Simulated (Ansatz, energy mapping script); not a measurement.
**BaMnO2 in the infinite layer structure: J from the energies of magnetic orders**

Aim: the exchange couplings of BaMnO2 in the infinite layer structure from the energies of a few collinear orders, and the ordering temperature that they give.

Calculated with Ansatz 0.2.0; PBEsol with U = 3.8 eV on Mn d, ortho-atomic projectors; plane waves, U on orthogonalised atomic orbitals unless named otherwise, collinear spin, no spin–orbit coupling.

### 1. The starting structure

The structure is tetragonal, space group P4/mmm (No. 123). Conventional cell: a = 4.121 Å, b = 4.121 Å, c = 3.714 Å, α = 90.00°, β = 90.00°, γ = 90.00°. Nearest to Ba lie 8 O at 2.77 Å. Mn has 4 O at 2.06 Å nearest. Nearest to O lie 2 Mn at 2.06 Å and 4 Ba at 2.77 Å. infinite layer prototype, lattice guessed from radii. Farther neighbours and most contacts between anions are not listed.

This cell was built for the study (infinite layer prototype, lattice guessed from radii), not taken from an experiment; the compound need not form in this structure.

The cell was relaxed beforehand in Ansatz under PBEsol with U = 3.6 eV on Mn d, ortho-atomic projectors, from parallel moments.

The U corrects the self-interaction that lets semilocal functionals spread d and f electrons too far. Its value here is typed, not computed.

### 2. Which atoms carry moments

One run in the crystal's own cell, under PBE with U = 4.2 eV on Mn d, ortho-atomic projectors, shows which elements keep a moment. Transition or f elements with 0.3 μB or more enter the spin model; moments induced on other atoms do not.

Input file input.yaml:

```yaml
crystal:
  lattice:
    - [4.120630088, 0.0, 0.0]
    - [0.0, 4.120630088, 0.0]
    - [0.0, 0.0, 3.714479782]
  atoms:
    - { symbol: Ba, position: [0.5, 0.5, 0.5] }
    - { symbol: Mn, position: [0.0, 0.0, 0.0], spin: 4.5 }
    - { symbol: O, position: [0.5, 0.0, 0.0] }
    - { symbol: O, position: [0.0, 0.5, 0.0] }
magnetization:
  spin_polarized: true
kpoints:
  mp_grid: { grid: [6, 6, 7] }
hamiltonian:
  xc: pbe
  hubbard:
    sites: [{ species: Mn, l: d, u_eff: 4.2 }]
    projectors: ortho-atomic
scf:
  occupations: { method: fermi_dirac, width: 0.05 }
output:
  eigenvalues: true
```

On the command line:

```
$ ansatz run input.yaml --threads 4 --pin off --max-ram 8192MiB --backend cpu --events-out ev --progress --plain --runs-dir out
```

Numbers of over 12 decimals in the logs are rounded to 6 here.

The program printed:

```text
Engine: ansatz 0.2.0, aarch64-unknown-linux-gnu
Pseudopotentials: kind: paw
Pseudopotential: Ba, paw, valence charge 10, recommended cutoff 420 eV (normal), Ba.paw.azcp
Pseudopotential: Mn, paw, valence charge 15, recommended cutoff 420 eV (normal), Mn.paw.azcp
Pseudopotential: O, paw, valence charge 6, recommended cutoff 420 eV (normal), O.paw.azcp
Functional definition: PBE
  parameter kappa = 0.804
  parameter beta = 0.066725
  exchange = pbe_x(kappa = kappa, mu = beta*pi^2/3)
  correlation = pbe_c(beta = beta)
Crystal: 4 atoms, lattice volume = 63.070 Å³
Basis set: ecut = 420 eV, 1229 PW (Γ)
Bands: 25, of which v1, the nominal top of the filled ones, is band 19 counted from 1 (18 counted from 0)
Symmetry: 16 space group operations
Space group: P4/mmm (ITA 123), of the structure as read, at distance tolerance 4.0e-5 Å
Magnetic group: BNS 123.339 (UNI 999), of the structure as read, at distance tolerance 4.0e-5 Å
k-points: 40 of 252
Non-local potential: Ba, projectors of the file, l = 0: 3, l = 1: 2, l = 2: 2, l = 3: 2
Non-local potential: Mn, projectors of the file, l = 0: 3, l = 1: 2, l = 2: 3, l = 3: 1
Non-local potential: O, projectors of the file, l = 0: 2, l = 1: 2, l = 2: 1
PAW form: soft (Blöchl's): semilocal exchange-correlation on the pseudo side does not see the compensation charge
PAW one-centre angular grid: Ba, 194 points (default); XC on 64 Gauss nodes
PAW one-centre angular grid: Mn, 590 points (default); XC on 64 Gauss nodes
PAW one-centre angular grid: O, 110 points (default); XC on 64 Gauss nodes
Initial density: superposition of atomic densities (chi_scale 0.1, normalization cell, long waves kept (reshape's long-wave potential 0.00 eV rms))
Starting moments: Σ|m| = 4.5 μB on 1 of 4 sites
Initial wavefunctions: pseudopotential atomic-orbital guess
Functional: x = pbe(κ = 0.804, μ = 0.219515), c = pbe(β = 0.066725)
SCF iter   1: F=—  HF=-10985.433774 eV  |F-HF|=—  |Δ(HF+E_count)|=         —  Δρ=5.79e-2 (↑5.79e-2 ↓5.04e-2)  dr2=5.88e0  dr2_m=9.58e-2  M=4.532 μB ∫|m|=4.633 μB  β_m=1.00  ethr=3.10e-3  ⟨swp⟩=9.0  Hψ=11021  notcnv=0
preconditioner: auto → Kerker (q_TF=auto, 2.496 Å⁻¹)  [metal: Δε(μ)=0.069 eV  Ē_g=11.202 eV  σ=0.050 eV  W_gap=0.33  n_scr=18 (ndim 8)  ℏωp=24.3 eV  f_vac=0.000  D(μ)=1.00/eV (n_scr^D=6)]
spin=Collinear: Kerker preconditioning applied to the charge; magnetization (m = ρ↑ − ρ↓) channel mixes plain (no charge-response kernel on spin).
SCF iter   2: F=—  HF=-10984.762820 eV  |F-HF|=—  |Δ(HF+E_count)|=   6.71e-1  Δρ=2.22e-2 (↑2.22e-2 ↓1.67e-2)  dr2=1.04e0  dr2_m=2.75e-2  M=4.569 μB ∫|m|=4.726 μB  β_m=1.00  ethr=3.10e-3  ⟨swp⟩=3.0  Hψ=4433  notcnv=0  defer=100
[...]
SCF iter   9: F=—  HF=-10984.651752 eV  |F-HF|=—  |Δ(HF+E_count)|=   3.12e-5  Δρ=2.32e-4 (↑2.32e-4 ↓1.67e-4)  dr2=8.08e-5  dr2_m=1.21e-5  M=4.583 μB ∫|m|=4.756 μB  β_m=0.82  ethr=6.03e-7  ⟨swp⟩=2.2  Hψ=3359  notcnv=0  defer=102
SCF iter  10: F=—  HF=-10984.651790 eV  |F-HF|=—  |Δ(HF+E_count)|=   3.80e-5  Δρ=8.08e-5 (↑7.83e-5 ↓8.08e-5)  dr2=2.19e-5  dr2_m=1.29e-7  M=4.583 μB ∫|m|=4.756 μB  β_m=0.87  ethr=2.18e-7  ⟨swp⟩=2.1  Hψ=2892  notcnv=0  defer=102
SCF iter  11: F=—  HF=-10984.651791 eV  |F-HF|=—  |Δ(HF+E_count)|=   1.59e-6  Δρ=7.00e-5 (↑7.00e-5 ↓4.88e-5)  dr2=1.04e-5  dr2_m=2.86e-7  M=4.584 μB ∫|m|=4.756 μB  β_m=0.78  ethr=5.91e-8  ⟨swp⟩=2.0  Hψ=3308  notcnv=0  defer=102
SCF iter  12: F=—  HF=-10984.651790 eV  |F-HF|=—  |Δ(HF+E_count)|=   1.29e-6  Δρ=2.79e-5 (↑2.79e-5 ↓1.38e-5)  dr2=1.29e-6  dr2_m=4.28e-8  M=4.584 μB ∫|m|=4.757 μB  β_m=0.89  ethr=2.82e-8  ⟨swp⟩=2.0  Hψ=3252  notcnv=0  defer=102
SCF iter  13: F=-10984.651790 eV  HF=-10984.651790 eV  |F-HF|=2.21e-8  |Δ(HF+E_count)|=   2.05e-7  Δρ=4.22e-6 (↑4.22e-6 ↓4.06e-6)  dr2=7.16e-8  dr2_m=9.01e-10  M=4.584 μB ∫|m|=4.757 μB  ethr=2.70e-10  ⟨swp⟩=6.8  Hψ=9269  notcnv=0
SCF 1 converged in 13 iterations: F = -10984.651790 eV  dr2 = 7.16e-8
[...]
SCF converged after 13 iterations
Magnetization: 4.5836 μB (20.7918 up, 16.2082 down)
Absolute magnetization: 4.7661 μB (∫|ρ↑−ρ↓|, with the PAW one-centre terms)
Spin contamination: 0.1242 ħ² per cell (⟨S²⟩ above its minimum at these occupations)
Per-site moments (μB) at R_I (Å): [(0.00655189, 1.144213), (3.879637, 0.849880), (-0.00252338, 0.849880), (-0.00252338, 0.849880)]
Free energy (F): -10984.651790 eV
Harris-Foulkes:  -10984.651790 eV  (|F-HF|=2.21e-8)
Internal energy: -10984.643973 eV  (E = F + TS)
E sigma→0 (E₀):  -10984.647881 eV
Entropy (-TS):   -0.007817 eV (-1.954 meV/atom)
Fermi energy:    11.275753 eV
--- Per-component energies (eV) ---
  E_band       = -297.318434
  E_kinetic    = 819.545201
  E_local      = -3398.462173  (includes V_loc(G=0)·N_el)
  E_nonlocal   = 404.297144
  E_hartree    = 1383.758245
  E_xc         = -429.346004
  E_vxc        = -469.420353  (∫ρ·V_xc dr)
  E_hubbard    = 1.073698  (on-site DFT+U / exact-exchange correction)
  E_vhub       = -8.936963  (the Hubbard potential's part of the band-sum identity)
  E_paw        = -6846.491919  (= ΣΔE_a)
  E_vpaw       = -411.866150  (= ΣTr[D̂ρ^β])
  E_aug_tail   = 0.004862  (compensation charges beyond the density's cutoff)
  E_ewald      = -2919.023026
  E_smearing   = -0.007817  (= −TS)
  E_closure    = -0.000000  (closes the sum)
  Σ components = -10984.651790   (vs F -10984.651790, Δ=0.00e0)
--- Band table (eV; the first three rows and the last of 80) ---
  k-point 0 ↑: bands = [... 15 lower, 7.1623, 7.6948, 8.5426, 8.6080, 9.2180, 9.2180, 11.2324, 14.6196, ... 2 higher]
  k-point 1 ↑: bands = [... 15 lower, 7.0518, 7.6938, 8.1559, 8.3521, 9.1020, 9.1020, 11.5721, 15.2126, ... 2 higher]
  k-point 2 ↑: bands = [... 15 lower, 6.7537, 7.4166, 7.6916, 7.8612, 8.9162, 8.9162, 12.3315, 16.4151, ... 2 higher]
  k-point 39 ↓: bands = [... 15 lower, 9.5923, 10.9437, 14.1309, 14.6013, 14.6013, 15.2552, 16.4037, 16.4037, ... 2 higher]
Occupation matrices written to <dir>
```

Elapsed: 3.9 s, on 4 threads of Arm Neoverse V2, shared host; peak memory 0.43 GiB; 12 s of CPU time.

Spin moment in the sphere by atom:

| atom | spin moment in the sphere (μB) |
| --- | --- |
| Ba1 | 0.01 |
| Mn2 | 3.88 |
| O3 | 0.00 |
| O4 | 0.00 |

The run ends ferromagnetic; Mn carries the moments.

### 3. One set of occupation matrices for all orders

A corrected shell can settle in several orbital fillings. One parallel run, with an occupation width a fifth wider than the orders use, therefore is to supply the occupation matrices. All orders start from them.

input.yaml, the sections that differ from step 2:

```yaml
kpoints:
  mp_grid: { grid: [9, 9, 10] }
hamiltonian:
  xc: pbesol
  hubbard:
    sites: [{ species: Mn, l: d, u_eff: 3.8 }]
    projectors: ortho-atomic
scf:
  occupations: { method: fermi_dirac, width: 0.06 }
# crystal, magnetization, output: as in step 2
```

The program printed:

```text
[...]
Crystal: 4 atoms, lattice volume = 63.070 Å³
Basis set: ecut = 420 eV, 1229 PW (Γ)
Bands: 25, of which v1, the nominal top of the filled ones, is band 19 counted from 1 (18 counted from 0)
Symmetry: 16 space group operations
[...]
k-points: 90 of 810
[...]
Starting moments: Σ|m| = 4.5 μB on 1 of 4 sites
[...]
SCF iter   1: F=—  HF=-10855.592196 eV  |F-HF|=—  |Δ(HF+E_count)|=         —  Δρ=6.12e-2 (↑6.12e-2 ↓5.89e-2)  dr2=7.51e0  dr2_m=7.48e-2  M=4.438 μB ∫|m|=4.557 μB  β_m=1.00  ethr=3.10e-3  ⟨swp⟩=8.8  Hψ=24869  notcnv=0
[...]
SCF iter  16: F=-10854.497046 eV  HF=-10854.497046 eV  |F-HF|=4.75e-9  |Δ(HF+E_count)|=   3.25e-9  Δρ=2.79e-6 (↑2.79e-6 ↓1.65e-6)  dr2=1.32e-8  dr2_m=1.01e-9  M=4.597 μB ∫|m|=4.732 μB  ethr=2.70e-10  ⟨swp⟩=8.1  Hψ=20473  notcnv=0
SCF 1 converged in 16 iterations: F = -10854.497046 eV  dr2 = 1.32e-8
[...]
SCF converged after 16 iterations
Magnetization: 4.5973 μB (20.7987 up, 16.2013 down)
Absolute magnetization: 4.7405 μB (∫|ρ↑−ρ↓|, with the PAW one-centre terms)
[...]
Per-site moments (μB) at R_I (Å): [(0.00621309, 1.144213), (3.856084, 0.849880), (0.010480, 0.849880), (0.010480, 0.849880)]
Free energy (F): -10854.497046 eV
[...]
Internal energy: -10854.482825 eV  (E = F + TS)
E sigma→0 (E₀):  -10854.489936 eV
Entropy (-TS):   -0.014221 eV (-3.555 meV/atom)
Fermi energy:    11.052781 eV
[...]
--- Band table (eV; the first three rows and the last of 180) ---
  k-point 0 ↑: bands = [... 15 lower, 6.9503, 7.7458, 8.3754, 8.4347, 9.0494, 9.0494, 11.0350, 14.3437, ... 2 higher]
  k-point 1 ↑: bands = [... 15 lower, 6.8960, 7.7454, 8.1717, 8.2973, 8.9856, 8.9856, 11.2107, 14.6486, ... 2 higher]
  k-point 2 ↑: bands = [... 15 lower, 6.7367, 7.7069, 7.7443, 7.9724, 8.8464, 8.8464, 11.6481, 15.4572, ... 2 higher]
  k-point 89 ↓: bands = [... 15 lower, 9.3793, 10.7844, 13.8154, 14.2492, 14.2776, 14.9041, 16.1485, 16.1827, ... 2 higher]
Occupation matrices written to <dir>
```

The job ended after 8.2 s (4 threads; peak memory 0.54 GiB; 29 s of CPU time).

This step gave:

- final state: ferromagnetic
- electrons in the corrected shells: 5.290 e
- largest moment: 3.856 μB

### 4. Run 1 (parallel; cell A, 8 atoms)

Each cell gets its own parallel run on the same mesh, so that most of the mesh error cancels in the differences.

Input file input.yaml:

```yaml
crystal:
  lattice:
    - [4.120630088, 0.0, 0.0]
    - [0.0, 4.120630088, 3.714479782]
    - [0.0, -4.120630088, 3.714479782]
  atoms:
    - { symbol: Ba, position: [0.5, 0.5, 0.0] }
    - { symbol: Ba, position: [0.5, 0.0, 0.5] }
    - { symbol: Mn, position: [0.0, 0.0, 0.0], spin: 4.5 }
    - { symbol: Mn, position: [0.0, 0.5, 0.5], spin: 4.5 }
    - { symbol: O, position: [0.5, 0.0, 0.0] }
    - { symbol: O, position: [0.5, 0.5, 0.5] }
    - { symbol: O, position: [0.0, 0.25, 0.75] }
    - { symbol: O, position: [0.0, 0.75, 0.25] }
magnetization:
  spin_polarized: true
kpoints:
  mp_grid: { grid: [9, 7, 7] }
hamiltonian:
  xc: pbesol
  hubbard:
    sites:
      - { species: Mn, l: d, u_eff: 3.8 }
      - { site: 2, l: d, u_eff: 3.8, starting_ns: [{ spin: up, occupation_matrix: mn2_major }, { spin: down, occupation_matrix: mn2_minor }] }
      - { site: 3, l: d, u_eff: 3.8, starting_ns: [{ spin: up, occupation_matrix: mn2_major }, { spin: down, occupation_matrix: mn2_minor }] }
    projectors: ortho-atomic
    occupation_matrices:
      mn2_major:
        matrix:
          - [0.954, 0.0, 0.0, 0.0, 0.0]
          - [0.0, 0.996, 0.0, 0.0, 0.0]
          - [0.0, 0.0, 0.996, 0.0, 0.0]
          - [0.0, 0.0, 0.0, 0.906, 0.0]
          - [0.0, 0.0, 0.0, 0.0, 0.998]
      mn2_minor:
        matrix:
          - [0.101, 0.0, 0.0, 0.0, 0.0]
          - [0.0, 0.047, 0.0, 0.0, 0.0]
          - [0.0, 0.0, 0.047, 0.0, 0.0]
          - [0.0, 0.0, 0.0, 0.171, 0.0]
          - [0.0, 0.0, 0.0, 0.0, 0.074]
scf:
  occupations: { method: fermi_dirac, width: 0.05 }
output:
  eigenvalues: true
  write_density: true
  write_potential: true
  elf: true
  volumetric_format: npy
```

The program printed:

```text
[...]
Crystal: 8 atoms, lattice volume = 126.141 Å³
Basis set: ecut = 420 eV, 2477 PW (Γ)
Bands: 50, of which v1, the nominal top of the filled ones, is band 37 counted from 1 (36 counted from 0)
Symmetry: 16 space group operations
[...]
k-points: 80 of 441
[...]
Starting moments: Σ|m| = 9 μB on 2 of 8 sites
[...]
SCF iter   1: F=—  HF=-21711.395810 eV  |F-HF|=—  |Δ(HF+E_count)|=         —  Δρ=6.22e-2 (↑6.17e-2 ↓6.22e-2)  dr2=1.61e1  dr2_m=1.46e-1  M=8.697 μB ∫|m|=8.962 μB  β_m=1.00  ethr=3.10e-3  ⟨swp⟩=9.8  Hψ=37175  notcnv=0  defer=22
[...]
SCF iter  14: F=-21708.994886 eV  HF=-21708.994886 eV  |F-HF|=2.22e-9  |Δ(HF+E_count)|=   9.18e-9  Δρ=3.10e-6 (↑3.10e-6 ↓1.74e-6)  dr2=1.74e-8  dr2_m=3.54e-9  M=9.155 μB ∫|m|=9.442 μB  ethr=1.35e-10  ⟨swp⟩=11.6  Hψ=32600  notcnv=0
SCF 1 converged in 14 iterations: F = -21708.994886 eV  dr2 = 1.74e-8
[...]
SCF converged after 14 iterations
Magnetization: 9.1547 μB (41.5773 up, 32.4227 down)
Absolute magnetization: 9.4602 μB (∫|ρ↑−ρ↓|, with the PAW one-centre terms)
[...]
Per-site moments (μB) at R_I (Å): [(0.00569123, 1.144213), (0.00569123, 1.144213), (3.850351, 0.849880), (3.850351, 0.849880), (0.00862245, 0.849880), (0.00862245, 0.849880), (0.00753183, 0.849880), (0.00753183, 0.849880)]
Free energy (F): -21708.994886 eV
[...]
Internal energy: -21708.976436 eV  (E = F + TS)
E sigma→0 (E₀):  -21708.985661 eV
Entropy (-TS):   -0.018450 eV (-2.306 meV/atom)
Fermi energy:    11.048092 eV
[...]
--- Specified on-site occupations, and those of the state reported ---
  electrons in the specified blocks: 10.5800 specified, 10.5831 found
  site 2 (l=d) ↓: largest change of an orbital's occupation 0.0042; electrons 0.4400 specified, 0.4439 found; spectral distance 0.0043
[...]
site 2 (l=d) ↑: largest change of an orbital's occupation 0.0028; electrons 4.8500 specified, 4.8476 found; spectral distance 0.0028
[...]
--- Band table (eV; the first three rows and the last of 160) ---
  k-point 0 ↑: bands = [... 33 lower, 8.3706, 8.4291, 8.4499, 8.5541, 8.8004, 8.8676, 9.0418, 9.0436, ... 9 higher]
  k-point 1 ↑: bands = [... 33 lower, 8.2360, 8.2989, 8.3894, 8.5216, 8.7541, 8.8143, 8.9906, 9.0285, ... 9 higher]
  k-point 2 ↑: bands = [... 33 lower, 7.8864, 8.2193, 8.3430, 8.4258, 8.6062, 8.8504, 8.9935, 9.0335, ... 9 higher]
  k-point 79 ↓: bands = [... 33 lower, 12.4139, 13.6680, 13.7112, 14.1936, 14.4200, 14.4503, 14.4810, 14.6114, ... 9 higher]
Occupation matrices written to <dir>
```

The job ended after 29 s (4 threads; peak memory 1.1 GiB).

Spin moment in the sphere by atom:

| atom | spin moment in the sphere (μB) |
| --- | --- |
| Ba1 | 0.01 |
| Ba2 | 0.01 |
| Mn3 | 3.85 |
| Mn4 | 3.85 |
| O5 | 0.01 |
| O6 | 0.01 |
| O7 | 0.01 |
| O8 | 0.01 |

The run ends ferromagnetic.

Spin density in the ac plane at fractional y = 0.000, with atoms of Ba and Mn and O within 0.2 Å of it.

Ten even steps from '0' (-0.1 e/Å³) to '9' (7.7 e/Å³), each cell a mean:
```
74100000000015
21000000000001
00000000000000
00000000000000
00000000000000
00000000000000
00000000000000
00000000000000
00000000000000
00000000000000
00000000000000
00000000000000
00000000000000
00000000000000
00000000000000
10000000000001
53000000000013
95100000000027
```
Columns run along a (4.1 Å), rows up along c (5.5 Å). Atoms in or near the plane, at fractional coordinates: Ba at (0.50, 0.50), Mn at (0.00, 0.00), O at (0.50, 0.00).

ELF in the ac plane at fractional y = 0.000, with atoms of Ba and Mn and O within 0.2 Å of it. It is the smooth field of the valence electrons, not physical close to the nuclei.

Values, 18 rows by 14 columns, each cell a mean:
```
0.82 0.72 0.38 0.16 0.54 0.78 0.67 0.58 0.74 0.77 0.34 0.19 0.53 0.76
0.59 0.49 0.23 0.13 0.45 0.73 0.81 0.81 0.80 0.69 0.28 0.14 0.34 0.53
0.23 0.19 0.12 0.11 0.26 0.46 0.62 0.65 0.57 0.41 0.17 0.11 0.14 0.20
0.14 0.13 0.10 0.08 0.09 0.14 0.20 0.21 0.18 0.13 0.08 0.08 0.12 0.13
0.19 0.16 0.09 0.06 0.11 0.20 0.30 0.32 0.27 0.18 0.07 0.06 0.12 0.17
0.18 0.13 0.07 0.14 0.44 0.67 0.78 0.79 0.75 0.63 0.30 0.11 0.08 0.14
0.10 0.07 0.10 0.36 0.77 0.86 0.81 0.78 0.84 0.85 0.65 0.27 0.07 0.08
0.05 0.05 0.20 0.61 0.86 0.76 0.31 0.19 0.49 0.81 0.81 0.50 0.09 0.04
0.03 0.04 0.27 0.71 0.85 0.59 0.04 0.01 0.19 0.71 0.84 0.60 0.12 0.04
0.04 0.04 0.23 0.66 0.86 0.70 0.17 0.08 0.36 0.78 0.83 0.55 0.10 0.04
0.08 0.06 0.14 0.48 0.83 0.84 0.66 0.58 0.75 0.85 0.74 0.36 0.07 0.06
0.16 0.11 0.08 0.19 0.58 0.78 0.84 0.85 0.83 0.75 0.42 0.14 0.08 0.12
0.19 0.15 0.08 0.07 0.19 0.36 0.50 0.52 0.46 0.32 0.13 0.07 0.11 0.17
0.15 0.14 0.10 0.07 0.07 0.09 0.13 0.14 0.12 0.09 0.06 0.07 0.12 0.15
0.17 0.15 0.11 0.10 0.19 0.33 0.46 0.49 0.42 0.30 0.14 0.10 0.12 0.16
0.44 0.36 0.17 0.12 0.39 0.66 0.79 0.81 0.76 0.61 0.25 0.12 0.24 0.39
0.77 0.66 0.34 0.15 0.52 0.78 0.74 0.69 0.78 0.75 0.32 0.17 0.48 0.70
0.88 0.79 0.43 0.17 0.56 0.78 0.52 0.35 0.67 0.77 0.35 0.21 0.60 0.82
```
Columns run along a (4.1 Å), rows up along c (5.5 Å). Atoms in or near the plane, at fractional coordinates: Ba at (0.50, 0.50), Mn at (0.00, 0.00), O at (0.50, 0.00).

(Continued in part 2 of 3.)

[Logs and program files are shortened in this print: banners, set-up blocks, solver, clock and traceback lines can be left out without a mark of their own.]

[Logs are printed without paths, hosts, clocks, repeated set-up lines and the standing remarks that a program may print on its own settings, such as how far it seeks lower states.]

[Hosts, paths, dates, database ids (printed as entryN), source tags and the programs' standing remarks are cut or masked in the printed files.]

[Where a cell is said to come from a database of computed structures, the database is the Materials Project.]
